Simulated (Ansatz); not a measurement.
# The potential step between two gates: Bi2Se3 quintuple layer bilayer, AB

Two oppositely charged gates put a neutral stack in a displacement field D. The voltage between them is D/ε₀ times an electrical distance, shorter than the real one because the stack screens.

How it was computed: Ansatz 0.2.0, plane waves with PAW datasets (its set soft_2), PBE-D3(BJ); isolated slab, charged sheets 5 Å from the outer atoms behind model barriers, atoms held. Voltages count from the uncharged case.

| run | D/ε₀ (V/nm) | step in an electron's potential, upper less lower gate (eV) |
| --- | --- | --- |
| run 1 | −1.810 | −1.573 |
| run 2 | 0.000 | 0.000 |
| run 3 | 0.905 | 0.787 |
| run 4 | 1.810 | 1.573 |
| run 5 | 2.714 | 2.359 |
| run 6 | 3.619 | ? |

Q: Estimate the withheld value from the rows shown.

A least-squares line through the 5 rows shown has slope 0.8691 and intercept 0.0001; no row lies more than 0.001 eV off it. The size of the slope, 0.869 nm, is the electrical distance; the sheets are 2.654 nm apart, and screening reaches beyond the outer atoms. At 3.619 it gives 0.8691 × 3.619 + 0.0001 = 3.145 eV, beyond the rows fitted. Rounding and scatter of the rows alone allow about ±0.001 eV there.

The run itself gives 3.145 eV: a miss of 0.000 eV, or 0.0 % of the value. Screening stays linear to within 1 % over this range.

Caveats: The gates are model sheets, not atoms. Spin-orbit coupling is left out, which changes the bands of elements this heavy.
